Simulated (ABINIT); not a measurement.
**Excitons of ZnSe (Stilleite) on ever denser meshes**

How far does the k mesh set the exciton binding of ZnSe (Stilleite)?

Main program and level: ABINIT 10.8.3; PBE and many-body steps on it, plane waves.

### 1. The starting structure

The structure is cubic, space group F-43m (No. 216). Conventional cell: a = 5.668 Å, b = 5.668 Å, c = 5.668 Å, α = 90.00°, β = 90.00°, γ = 90.00°. Nearest to Zn lie 4 Se at 2.45 Å. Nearest to Se lie 4 Zn at 2.45 Å. Farther neighbours and most contacts between anions are not listed.

The cell and positions come from the Crystallography Open Database and are kept as given unless a step says otherwise.

### 2. Empty states on the mesh, 4×4×4 mesh, 120 bands

This step: ABINIT 10.8.3; DFT, PBE, plane waves, norm-conserving pseudopotentials.

The sums over transitions need many empty states on a uniform mesh; this step solves for them.

run.abi

```
acell 3*1.0 Angstrom
rprim 
  -0.000000000000 2.833800000000 2.833800000000
  2.833800000000 0.000000000000 2.833800000000
  2.833800000000 2.833800000000 -0.000000000000
ntypat 2
znucl 30 34
natom 2
typat 1 2
xred 
  0.000000000000 0.000000000000 0.000000000000
  0.250000000000 0.250000000000 0.250000000000
pp_dirpath "pseudos"
pseudos "Zn.upf, Se.upf"
ecut 48
ngkpt 4 4 4
nshiftk 1
shiftk 0 0 0
kptopt 1
chksymbreak 0
iscf -2
irdden 1
istwfk *1
nband 120
nbdbuf 10
tolwfr 1e-09
nstep 60
prtvol 0
indata_prefix "in"
outdata_prefix "out"
tmpdata_prefix "tmp"
```

The run is started by

```bash
OMP_NUM_THREADS=1 mpirun -n 4 abinit run.abi > log
```

Numbers of over 12 decimals in the logs are rounded to 6 here.

The log of the run:

```text
.Version 10.8.3 of ABINIT. v10.8.2 released Aug 2026.

 Symmetries : space group F-4 3 m (#216); Bravais cF (face-center cubic)
[... echo of the input left out ...]
== DATASET  1 ==================================================================
-   mpi_nproc: 4, omp_nthreads: 1 (-1 if OMP is not activated)

--- !DatasetInfo
iteration_state: {dtset: 1, }
dimensions: {natom: 2, nkpt: 8, mband: 120, nsppol: 1, nspinor: 1, nspden: 1, mpw: 4910, }
cutoff_energies: {ecut:  48.0, pawecutdg:  -1.0, }
[...]
3.16986    3.16987    3.22418    3.22418    3.22418    3.24918    3.24918    3.24918
   3.25704    3.25704    3.30164    3.30164    3.30164    3.32279    3.36050    3.37496
 prteigrs : prtvol=0 or 1, do not print more k-points.

== END DATASET(S) ==============================================================
================================================================================

 -outvars: echo values of variables after computation  --------
            nband         120
             nkpt           8
          spgroup         216
 [... the other variables as echoed above ...]

 Calculation completed.
```

Wall time 29 s (4 MPI ranks of Intel Xeon 6975P-C (Granite Rapids), shared host); peak memory 0.41 GiB; 1.9 min of CPU time.

Numbers from this step:

```yaml
gap: 1.288 eV
k_of_the_valence_top: 0, 0, 0
k_of_the_conduction_bottom: 0, 0, 0
least_direct_gap: 1.288 eV
k_points_computed: 8
lowest_point_of_the_top_converged_band_above_the_valence_top: 81.6638 eV
```

On this mesh the gap is 1.288 eV.

The density comes from a self-consistent run that is not shown.

### 3. Screening, 4×4×4 mesh, 110 bands, screening to 149.7 eV

The RPA dielectric matrix is built and inverted for each q.

This step: RPA screening on PBE, plane waves, norm-conserving pseudopotentials.

run.abi: that of step 2 with these lines changed.

```diff
@@ -20,10 +20,11 @@
 chksymbreak 0
-iscf -2
-irdden 1
 istwfk *1
-nband 120
-nbdbuf 10
-tolwfr 1e-09
-nstep 60
-prtvol 0
+occopt 1
+irdwfk 1
+optdriver 3
+nband 110
+ecuteps 5.5
+inclvkb 2
+awtr 1
+symchi 1
 indata_prefix "in"
```

The log of the run:

```text
.Version 10.8.3 of ABINIT. v10.8.2 released Aug 2026.

 Symmetries : space group F-4 3 m (#216); Bravais cF (face-center cubic)
[... echo of the input left out ...]
== DATASET  1 ==================================================================
-   mpi_nproc: 4, omp_nthreads: 1 (-1 if OMP is not activated)

--- !DatasetInfo
iteration_state: {dtset: 1, }
dimensions: {natom: 2, nkpt: 8, mband: 110, nsppol: 1, nspinor: 1, nspden: 1, mpw: 4910, }
cutoff_energies: {ecut:  48.0, pawecutdg:  -1.0, }
[...]
--------------------------------------------------------------------------------
[... chi0 elements left out ...]
 For q-point:  0.000010 0.000020 0.000030
  dielectric constant =  13.5187
  dielectric constant without local fields =  14.4692

  Average fulfillment of the sum rule on Im[epsilon] for q-point    1 :     34.84  [%]
[... wings left out ...]
  q-point number  2        q = ( 0.250000, 0.000000, 0.000000) [r.l.u.]
--------------------------------------------------------------------------------
[... chi0 elements left out ...]
  Average fulfillment of the sum rule on Im[epsilon] for q-point    2 :     41.29  [%]

 [... 6 further q-points ...]
```

The job ended after 36 s (4 MPI ranks; peak memory 1.2 GiB).

This step gave:

* ε∞ with local fields, on this mesh, along the program's q direction: 13.52
* the same without local fields: 14.47
* plasma frequency: 36.51 eV
* plane waves in the screening matrix: 169

Local fields lower ε∞ by 7 %. On a Γ-centred mesh this coarse the value itself is usually too large, while a short band sum pulls it down.

### 4. Self-energy, 4×4×4 mesh, 110 bands, screening to 149.7 eV

The self-energy is evaluated for the states that the input lists, and the levels follow from it, in one-shot runs by the linearised quasiparticle equation.

This step: G0W0 on PBE, plane waves, norm-conserving pseudopotentials.

run.abi: that of step 3 with these lines changed.

```diff
@@ -23,8 +23,15 @@
 irdwfk 1
-optdriver 3
+optdriver 4
 nband 110
+gwcalctyp 0
+ecutsigx 48
+symsigma 1
+nkptgw 1
+kptgw 
+  0.0000000000 0.0000000000 0.0000000000
+bdgw 
+  20 26
 ecuteps 5.5
-inclvkb 2
-awtr 1
-symchi 1
+irdscr 1
+ppmodel 1
 indata_prefix "in"
```

The log of the run:

```text
.Version 10.8.3 of ABINIT. v10.8.2 released Aug 2026.

 Symmetries : space group F-4 3 m (#216); Bravais cF (face-center cubic)
[... echo of the input left out ...]
== DATASET  1 ==================================================================
-   mpi_nproc: 4, omp_nthreads: 1 (-1 if OMP is not activated)

--- !DatasetInfo
iteration_state: {dtset: 1, }
dimensions: {natom: 2, nkpt: 8, mband: 110, nsppol: 1, nspinor: 1, nspden: 1, mpw: 4910, }
cutoff_energies: {ecut:  48.0, pawecutdg:  -1.0, }
[...]
24   9.979 -11.028  -6.246  -4.331   0.813  -0.229 -10.661   0.367  10.346
       25   9.979 -11.028  -6.246  -4.331   0.813  -0.229 -10.661   0.367  10.346
       26   9.979 -11.028  -6.246  -4.331   0.813  -0.229 -10.661   0.367  10.346

== END DATASET(S) ==============================================================
================================================================================

 -outvars: echo values of variables after computation  --------
           etotal      0.0000000000E+00
            nband         110
             nkpt           8
          spgroup         216
 [... the other variables as echoed above ...]

 Calculation completed.
```

Run time: 4.5 s. Hardware: 4 MPI ranks; peak memory 0.81 GiB; 17 s of CPU time.

This step gave:

```
G0W0 gap on the points computed              : 2.007 eV
starting gap on the mesh                     : 1.288 eV
k of the valence top                         : 0, 0, 0
k of the conduction bottom                   : 0, 0, 0
least direct G0W0 gap on the computed points : 2.007 eV
```

The gap on the mesh goes from 1.29 eV to 2.01 eV, a correction of +0.72 eV.

The gap opens by 0.719 eV; the next steps shift the empty bands rigidly by 0.719 eV.

### 5. Excitons

Light makes an electron and a hole together. The Bethe-Salpeter equation adds their screened attraction and their exchange, in a window of bands around the gap.

This step: Bethe-Salpeter equation on PBE with a scissors shift, plane waves, norm-conserving pseudopotentials.

run.abi: that of step 4 with these lines changed.

```diff
@@ -23,15 +23,17 @@
 irdwfk 1
-optdriver 4
-nband 110
-gwcalctyp 0
-ecutsigx 48
-symsigma 1
-nkptgw 1
-kptgw 
-  0.0000000000 0.0000000000 0.0000000000
-bdgw 
-  20 26
-ecuteps 5.5
+optdriver 99
+bs_calctype 1
+mbpt_sciss 0.719 eV
+bs_loband 20
+nband 26
+bs_exchange_term 1
+bs_coulomb_term 11
+bs_coupling 0
+bs_algorithm 1
+bs_freq_mesh 0 8 0.05 eV
+zcut 0.15 eV
+ecuteps 4
+ecutwfn 24
+inclvkb 2
 irdscr 1
-ppmodel 1
 indata_prefix "in"
```

The log of the run:

```text
.Version 10.8.3 of ABINIT. v10.8.2 released Aug 2026.

 Symmetries : space group F-4 3 m (#216); Bravais cF (face-center cubic)
[... echo of the input left out ...]
== DATASET  1 ==================================================================
-   mpi_nproc: 4, omp_nthreads: 1 (-1 if OMP is not activated)

--- !DatasetInfo
iteration_state: {dtset: 1, }
dimensions: {natom: 2, nkpt: 8, mband: 26, nsppol: 1, nspinor: 1, nspden: 1, mpw: 1759, }
cutoff_energies: {ecut:  24.0, pawecutdg:  -1.0, }
electrons: {nelect:   4.40000000E+01, charge:   0.00000000E+00, occopt:   1.00000000E+00, tsmear:   1.00000000E-02, }

 Exciton: Calculation of dielectric properties by solving the Bethe-Salpeter equation
 in frequency domain and reciprocal space on a transitions basis set.
 Based on a program developed by L. Reining, V. Olevano, F. Sottile,
 S. Albrecht, and G. Onida. Incorporated in ABINIT by M. Giantomassi.

.Using double precision arithmetic ; gwpc =  8

[... cell and pseudopotentials left out ...]
--------------------------------------------------------------------------------

 ==== K-mesh for the wavefunctions ====
 Number of points in the irreducible wedge :     8
[... list of points left out ...]
 Together with 24 symmetry operations and time-reversal symmetry
 yields    64 points in the full Brillouin Zone.

 ==== Q-mesh for the screening function ====
 Number of points in the irreducible wedge :     8
[... list of points left out ...]
 Together with 24 symmetry operations and time-reversal symmetry
 yields    64 points in the full Brillouin Zone.

 vcoul_init : cutoff-mode = AUXILIARY_FUNCTION
 q-points for optical limit:   1
     1)      0.000010    0.000020    0.000030
 setmesh: FFT mesh size selected  =    24x   24x   24
          total number of points  =        13824

 ==== Fundamental parameters for the solution of the Bethe-Salpeter equation: ====
 Algorithm: Direct diagonalization.
 Dimension of the v, W matrices,  npweps  = 113
 Cutoff for the wavefunctions,    npwwfn  = 1759
 Number of k-points in the IBZ,   nkibz   = 8
 Highest empty band included,     nband   = 26
 === Spin UP ===
 Number of resonant transitions          768
 Lowest occupied state                   20
 Highest occupied state                  22
 Lowest unoccupied state                 23
 Highest unoccupied state                26
 Minimum frequency [eV]           Emin    =   0.00
 Maximum frequency [eV]           Emax    =   8.00
 Frequency step [eV]              dE      =   0.05
 Lorentzian broadening [eV]       eta     =   0.15
 RPA L0 with KS energies and KS wavefunctions
 Scissors operator energy [eV] =          0.72
 Local fields effects (v term) included
 Excitonic effects (W term) included
 Full W_GG' included
 W is read from an external SCR file
 Resonant-only calculation (Hermitian case)

 Calculating epsilon_Macro(q-->0,w), along the following directions:
 q = (  0.984142  0.000000  0.000000) [r.l.u.]
 q = (  0.000000  0.984142  0.000000) [r.l.u.]
 q = (  0.000000  0.000000  0.984142) [r.l.u.]
 q = (  0.000000  0.852292  0.852292) [r.l.u.]
 q = (  0.852292  0.000000  0.852292) [r.l.u.]
 q = (  0.852292  0.852292  0.000000) [r.l.u.]
 Number of electrons calculated from density =   43.7550; Expected =   44.0000
 average of density, n =  0.142460
 r_s =    1.1878
 omega_plasma =   36.4085 [eV]

. Writing resonant excitonic Hamiltonian on file out_BSR; file size=   0.00 [Gb].
 Direct diagonalization of the resonant excitonic Hamiltonian, Matrix size= 768
. Using LAPACK sequential version.
 Excitonic eigenvalues in eV up to n=   32
   1.80030   1.80111   1.80168   3.61584   3.62939   3.62965   3.71118   3.71776
   3.71796   3.73915   3.73934   3.76329   3.76354   3.76370   3.76548   3.76554
   3.77059   3.77076   3.77090   3.93251   3.93266   3.95138   3.95253   3.95274
   3.95408   3.95501   3.95512   5.48280   5.49929   5.50803   5.52294   5.52651

 First excitonic eigenvalue=    1.80 [eV]
 Last  excitonic eigenvalue=   16.54 [eV]

 GW  direct gap       2.01  0.00 [eV]
 EXC direct gap       1.80  0.00 [eV]
 EXC binding energy   0.21  0.00 [eV]

 Excitonic eigenvalues up to the GW energy gap [eV]
  1 (  1.80  0.00)
  2 (  1.80  0.00)
  3 (  1.80  0.00)

 Macroscopic dielectric function:
 omega [eV] <KS_RPA_nlf>  <GW_RPA_nlf>  <BSE>
   0.0000  14.2931   0.0000  11.2437   0.0000  12.8374   0.0000
   0.0500  14.3021   0.0569  11.2465   0.0174  12.8420   0.0278
   0.1000  14.3292   0.1146  11.2551   0.0349  12.8556   0.0559
   0.1500  14.3749   0.1742  11.2694   0.0525  12.8784   0.0844
   0.2000  14.4398   0.2367  11.2895   0.0706  12.9106   0.1136
   0.2500  14.5249   0.3031  11.3156   0.0890  12.9524   0.1437
   0.3000  14.6315   0.3748  11.3478   0.1080  13.0041   0.1750
   0.3500  14.7612   0.4535  11.3863   0.1277  13.0661   0.2077
   0.4000  14.9163   0.5409  11.4313   0.1483  13.1391   0.2423
   0.4500  15.0995   0.6397  11.4832   0.1699  13.2234   0.2790

 Writing KS-RPA macroscopic dielectric function without local fields to file: out_RPA_NLF_MDF
 Writing GW-RPA macroscopic dielectric function without local fields to file: out_GW_NLF_MDF
 Writing EXC Macroscopic dielectric function to file: out_EXC_MDF

== END DATASET(S) ==============================================================
================================================================================

 -outvars: echo values of variables after computation  --------
           etotal      0.0000000000E+00
            nband          26
             nkpt           8
          spgroup         216
 [... the other variables as echoed above ...]

 Calculation completed.
```

Elapsed: 16 s, on 4 MPI ranks; peak memory 0.43 GiB.

This step gave:

```yaml
direct_gap_of_the_transition_levels: 2.007 eV
transitions_in_the_window: 768
first_strong_exciton_over_a_fiftieth_of_the_strongest_listed: 1.800 eV
lowest_state: 1.800 eV
binding_of_the_lowest_state_below_the_direct_gap: 0.2067 eV
coulomb_term_of_one_mesh_cell: 0.2118 eV
```

The binding is 0.98 times the screened Coulomb term of one mesh cell (0.21 eV), so it is not shown settled.

The lowest state lies at 1.800 eV, 0.207 eV under the direct gap.

Lines within 3 meV are set at the lowest of them, and the highest group, which the list may cut short, is left out. Lines of the exciton spectrum (strongest = 100):

| position (eV) | lines merged | oscillator strength, relative |
| --- | --- | --- |
| 1.800 | 3 | 100 |
| 3.616 | 1 | 42 |
| 3.629 | 2 | 77 |
| 3.711 | 1 | 0.0 |
| 3.718 | 2 | 0.3 |
| 3.739 | 2 | 0.3 |

Mean over the three Cartesian directions of q; broadening 0.15 eV; transition window only. Limits: finite bands, cutoff and mesh; no spin-orbit coupling; coarse k mesh; exciton not shown settled in the k mesh. ε₂ against photon energy; read off at these points:

| photon energy (eV) | BSE | no electron-hole interaction | Kohn-Sham, no shift |
| --- | --- | --- | --- |
| 0.00 | 0 | 0 | 0 |
| 0.20 | 0.114 | 0.0706 | 0.237 |
| 0.40 | 0.243 | 0.148 | 0.541 |
| 0.60 | 0.408 | 0.243 | 1.04 |
| 0.80 | 0.647 | 0.369 | 2.10 |
| 1.00 | 1.05 | 0.557 | 5.27 |
| 1.20 | 1.83 | 0.873 | 18.3 |
| 1.40 | 3.80 | 1.50 | 16.0 |
| 1.60 | 10.9 | 3.05 | 4.88 |
| 1.80 | 30.2 | 8.58 | 2.30 |
| 2.00 | 11.2 | 24.7 | 1.55 |
| 2.20 | 4.15 | 9.55 | 1.37 |
| 2.40 | 2.37 | 3.48 | 1.52 |
| 2.60 | 1.88 | 1.94 | 2.09 |
| 2.80 | 1.96 | 1.47 | 3.65 |
| 3.00 | 2.63 | 1.43 | 8.95 |
| 3.20 | 4.62 | 1.72 | 27.1 |
| 3.25 | 5.61 | 1.87 | 28.7 |
| 3.40 | 11.8 | 2.57 | 22.0 |
| 3.60 | 35.9 | 5.02 | 8.31 |
| 3.65 | 36.2 | 6.28 | 6.48 |
| 3.80 | 18.1 | 14.6 | 3.67 |
| 3.95 | 11.3 | 28.6 | 2.60 |
| 4.00 | 9.36 | 27.7 | 2.42 |
| 4.20 | 4.03 | 16.1 | 2.14 |
| 4.40 | 2.51 | 5.66 | 2.43 |
| 4.60 | 2.11 | 2.99 | 3.53 |
| 4.80 | 2.30 | 2.24 | 6.98 |
| 5.00 | 3.27 | 2.20 | 19.7 |
| 5.20 | 6.43 | 2.75 | 31.7 |
| 5.30 | 10.6 | 3.38 | 35.7 |
| 5.40 | 19.3 | 4.47 | 29.6 |
| 5.55 | 29.1 | 8.06 | 14.7 |
| 5.60 | 26.7 | 10.4 | 12.8 |
| 5.80 | 18.9 | 26.2 | 8.64 |
| 6.00 | 10.5 | 35.2 | 4.27 |
| 6.05 | 8.66 | 35.6 | 3.71 |
| 6.20 | 6.95 | 19.8 | 2.95 |
| 6.40 | 5.08 | 10.9 | 2.36 |
| 6.60 | 2.83 | 6.70 | 3.08 |
| 6.80 | 2.30 | 3.48 | 6.95 |
| 7.00 | 1.94 | 2.62 | 9.34 |
| 7.20 | 3.04 | 2.46 | 7.46 |
| 7.40 | 7.10 | 4.04 | 4.67 |
| 7.45 | 7.84 | 4.96 | 3.74 |
| 7.60 | 5.41 | 10.0 | 2.60 |
| 7.80 | 5.31 | 7.39 | 2.93 |

### 6. Triplet (no exchange term)

run.abi: that of step 5 with these lines changed.

```diff
@@ -27,4 +27,4 @@
 bs_loband 20
-nband 26
-bs_exchange_term 1
+nband 24
+bs_exchange_term 0
 bs_coulomb_term 11
@@ -32,3 +32,3 @@
 bs_algorithm 1
-bs_freq_mesh 0 8 0.05 eV
+bs_freq_mesh 0 6 0.05 eV
 zcut 0.15 eV
```

The log of the run:

```text
.Version 10.8.3 of ABINIT. v10.8.2 released Aug 2026.

 Symmetries : space group F-4 3 m (#216); Bravais cF (face-center cubic)
[... echo of the input left out ...]
== DATASET  1 ==================================================================
-   mpi_nproc: 4, omp_nthreads: 1 (-1 if OMP is not activated)

--- !DatasetInfo
iteration_state: {dtset: 1, }
dimensions: {natom: 2, nkpt: 8, mband: 24, nsppol: 1, nspinor: 1, nspden: 1, mpw: 1759, }
cutoff_energies: {ecut:  24.0, pawecutdg:  -1.0, }
electrons: {nelect:   4.40000000E+01, charge:   0.00000000E+00, occopt:   1.00000000E+00, tsmear:   1.00000000E-02, }

 Exciton: Calculation of dielectric properties by solving the Bethe-Salpeter equation
 in frequency domain and reciprocal space on a transitions basis set.
 Based on a program developed by L. Reining, V. Olevano, F. Sottile,
 S. Albrecht, and G. Onida. Incorporated in ABINIT by M. Giantomassi.

.Using double precision arithmetic ; gwpc =  8

[... cell and pseudopotentials left out ...]
--------------------------------------------------------------------------------

 ==== K-mesh for the wavefunctions ====
 Number of points in the irreducible wedge :     8
[... list of points left out ...]
 Together with 24 symmetry operations and time-reversal symmetry
 yields    64 points in the full Brillouin Zone.

 ==== Q-mesh for the screening function ====
 Number of points in the irreducible wedge :     8
[... list of points left out ...]
 Together with 24 symmetry operations and time-reversal symmetry
 yields    64 points in the full Brillouin Zone.

 vcoul_init : cutoff-mode = AUXILIARY_FUNCTION
 q-points for optical limit:   1
     1)      0.000010    0.000020    0.000030
 setmesh: FFT mesh size selected  =    24x   24x   24
[...]
q = (  0.852292  0.852292  0.000000) [r.l.u.]
 Number of electrons calculated from density =   43.7550; Expected =   44.0000
 average of density, n =  0.142460
 r_s =    1.1878
 omega_plasma =   36.4085 [eV]

. Writing resonant excitonic Hamiltonian on file out_BSR; file size=   0.00 [Gb].
 Direct diagonalization of the resonant excitonic Hamiltonian, Matrix size= 384
. Using LAPACK sequential version.
 Excitonic eigenvalues in eV up to n=   32
   1.78327   1.78410   1.78472   3.56328   3.58136   3.58168   3.70591   3.70720
   3.70779   3.72212   3.72268   3.76112   3.76116   3.76370   3.76391   3.76412
   3.76657   3.76670   3.76688   3.92601   3.92616   3.94744   3.94976   3.95006
   3.95288   3.95316   3.95329   5.38347   5.41706   5.42196   5.48761   5.49928

 First excitonic eigenvalue=    1.78 [eV]
 Last  excitonic eigenvalue=   12.14 [eV]

 GW  direct gap       2.01  0.00 [eV]
 EXC direct gap       1.78  0.00 [eV]
 EXC binding energy   0.22  0.00 [eV]

 Excitonic eigenvalues up to the GW energy gap [eV]
  1 (  1.78  0.00)
  2 (  1.78  0.00)
  3 (  1.78  0.00)

 Macroscopic dielectric function:
 omega [eV] <KS_RPA_nlf>  <GW_RPA_nlf>  <BSE>
   0.0000  13.5529   0.0000  10.5657   0.0000  12.4192   0.0000
   0.0500  13.5619   0.0567  10.5686   0.0172  12.4239   0.0288
   0.1000  13.5889   0.1143  10.5770   0.0346  12.4380   0.0579
[...]
0.4000  14.1742   0.5394  10.7518   0.1472  12.7314   0.2511
   0.4500  14.3568   0.6380  10.8033   0.1686  12.8188   0.2893

 Writing KS-RPA macroscopic dielectric function without local fields to file: out_RPA_NLF_MDF
 Writing GW-RPA macroscopic dielectric function without local fields to file: out_GW_NLF_MDF
 Writing EXC Macroscopic dielectric function to file: out_EXC_MDF

== END DATASET(S) ==============================================================
================================================================================

 -outvars: echo values of variables after computation  --------
           etotal      0.0000000000E+00
            nband          24
             nkpt           8
          spgroup         216
 [... the other variables as echoed above ...]

 Calculation completed.
```

It took 5.5 s on 4 MPI ranks; peak memory 0.43 GiB.

The lowest triplet lies at 1.783 eV; triplets are dark, so no spectrum is read.

(Continued in part 2 of 3.)

[Paths, hosts, dates, memory and timing lines, banners, echoed tables and standing remarks are left out of the program output.]

[Logs are printed without paths, hosts, clocks, repeated set-up lines and the standing remarks that a program may print on its own settings, such as how far it seeks lower states.]

[Runs of the session that timed out or met a known fault of the program may be left out.]

[No measured gap is set beside runs whose start may be inverted or whose files or cutoffs have a known fault.]

[Hosts, paths, dates, database ids (printed as entryN), source tags and the programs' standing remarks are cut or masked in the printed files.]

[G0W0 gaps are taken among the corrected bands and points alone; a level outside them can change the order at an edge.]

[Where Ansatz stands beside ABINIT at settings called matched, ABINIT's density can come from a denser mesh and the files from another edition; pairs whose starting gaps differed by over 0.03 eV were left out, so agreement reads better than it is.]
